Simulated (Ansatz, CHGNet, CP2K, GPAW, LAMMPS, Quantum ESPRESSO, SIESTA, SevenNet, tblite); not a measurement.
**Other levels on glassy 53P2O5-24SrO-24Li2O (mol %) (83 atoms)**

Density of this cell: 2.69 g/cm³. The cell holds 83 atoms: 18 P, 4 Sr, 8 Li and 53 O. Cell: a = 10.375 Å, b = 10.375 Å, c = 10.375 Å, α = 90.0°, β = 90.0°, γ = 90.0°. 83 atoms (18 P, 4 Sr, 8 Li, 53 O) placed at random at 2.74 g/cm³, melted at 4000 K for 10 ps at fixed volume with the Morse and Coulomb pair potential with partial charges (Pedone, Malavasi, Menziani, Cormack and Segre, J. Phys. Chem. B 110, 11780 (2006)). Quenched from 4000 K to 300 K at 20 K/ps and fixed volume, held 10 ps at zero pressure, then minimised at fixed cell.

Geometry: as built.

The reference, a calculation:

* method: Kohn-Sham DFT, PBE, SSSP efficiency 1.3.0 pseudopotentials, plane waves (Quantum ESPRESSO 7.5); sssp-pbe-1.3.0-efficiency, cutoffs 60/480 Ry, Γ point
* r.m.s. force component: 1.241 eV/Å
* longest force: 4.752 eV/Å
* pressure: 2.693 GPa
* gap (highest filled to lowest empty level): 2.265 eV
* time: 2.9 min on 4 MPI ranks of Arm Neoverse V1, shared host
* CPU time: 11 min

**Question.** The same geometry is run in other programs. How far does each lie from the reference, and what does it cost?
- SevenNet l3i5 potential (SevenNet l3i5; 1 thread)
- SIESTA PBE, DZP, shift 0.01 Ry, mesh 500 Ry (SIESTA 5.4.2; 2 MPI ranks)
- CP2K PBE, DZVP-MOLOPT-SR, 800/50 Ry, OT DIIS (CP2K 2026.2; 4 MPI ranks)
- CP2K PBE, DZVP-UZH, 800/50 Ry, OT DIIS (CP2K 2026.2; 4 MPI ranks)
- GPAW revPBE, LCAO dzp, h 0.18 Å (GPAW 26.7.0; 1 thread)
- SIESTA PBE, DZ, shift 0.01 Ry, mesh 500 Ry (SIESTA 5.4.2; 2 MPI ranks)
- tblite GFN1-xTB (tblite 0.8.0; 1 thread)
- SIESTA PBE, TZP, shift 0.01 Ry, mesh 500 Ry (SIESTA 5.4.2; 4 MPI ranks)
- GPAW PBE, LCAO dzp, h 0.16 Å (GPAW 26.7.0; 2 MPI ranks)
- GPAW PBE, LCAO sz(dzp), h 0.18 Å (GPAW 26.7.0; 1 thread)

Differences are against the plane-wave reference, forces as r.m.s. over components; share is that over the reference's r.m.s. force, slope the least-squares factor from reference forces to these. Total energies of different programs have different zeros and aren't compared.

| run | Δ force, r.m.s. (meV/Å) | share (%) | slope | Δ pressure (GPa) | Δ gap (eV) | cores | CPU time | memory (GiB) |
| --- | --- | --- | --- | --- | --- | --- | --- | --- |
| reference | - | - | - | - | - | 4 | 11 min | 3.4 |
| SevenNet l3i5 potential | 153 | 12.3 | 0.931 | -1.12 | - | 1 | 9.6 s | 1.6 |
| SIESTA PBE, DZP, shift 0.01 Ry, mesh 500 Ry | 751 | 60.5 | 1.204 | 4.72 | -0.653 | 2 | 4.6 min | 1.9 |
| CP2K PBE, DZVP-MOLOPT-SR, 800/50 Ry, OT DIIS | 145 | 11.6 | 1.058 | 0.454 | -0.372 | 4 | 9.7 min | 3.6 |
| CP2K PBE, DZVP-UZH, 800/50 Ry, OT DIIS | 115 | 9.26 | 1.022 | 0.389 | -0.294 | 4 | 10 min | 3.5 |
| GPAW revPBE, LCAO dzp, h 0.18 Å | 543 | 43.8 | 1.236 | - | -0.270 | 1 | 2.6 min | 1.4 |
| SIESTA PBE, DZ, shift 0.01 Ry, mesh 500 Ry (coarse) | 2265 | 182 | 1.641 | 22.9 | -1.26 | 2 | 2 min | 1.3 |
| tblite GFN1-xTB | 489 | 39.4 | 0.905 | -3.29 | - | 1 | 5.6 s | 0.14 |
| SIESTA PBE, TZP, shift 0.01 Ry, mesh 500 Ry | 620 | 50.0 | 1.145 | 3.01 | -0.608 | 4 | 6.2 min | 2.6 |
| GPAW PBE, LCAO dzp, h 0.16 Å | 501 | 40.4 | 1.212 | - | -0.29 | 2 | 3.8 min | 2.2 |
| GPAW PBE, LCAO sz(dzp), h 0.18 Å (coarse) | 3126 | 252 | 1.794 | - | -1.74 | 1 | 58 s | 1.1 |

Rows marked coarse were listed beforehand as settings not expected to be converged; some can still land near the reference.

Times of the machine-learned potentials are mostly Python's start and the loading of weights.

CPU time is summed over cores on a shared host, where runs went side by side, so it is rough. Symmetry, cutoffs, thresholds, outputs and thread counts weren't matched or tuned between programs; memory under MPI is the largest rank's times the ranks.

The PBE runs in local orbitals, coarse settings apart, differ by 9.3 % (CP2K PBE, DZVP-UZH, 800/50 Ry, OT DIIS) to 61 % (SIESTA PBE, DZP, shift 0.01 Ry, mesh 500 Ry); basis, grid and potentials can all enter. Tight binding differs by 39 % (tblite GFN1-xTB); it is another model, with fitted parameters of its own, and the xTB methods hold dispersion. Machine-learned potentials differ by 12 % (SevenNet l3i5 potential); they were trained on other programs' data. Rows with another functional or a dispersion term differ by 44 % (GPAW revPBE, LCAO dzp, h 0.18 Å), which mixes the change of model with differences of basis and potentials. Periodic xTB results under one method name differ between programs and library versions. Machine-learned potentials mimic data converged in k, so the reference's own k-point error enters their differences. The network of bonds at the start is that of the classical potential that made the cell, and needn't be the one that DFT or experiment would give. The electronic-structure runs sample only Γ, in a cell whose shortest periodic width is 10 Å.

[Hosts, paths, dates, database ids (printed as entryN), source tags and the programs' standing remarks are cut or masked in the printed files.]
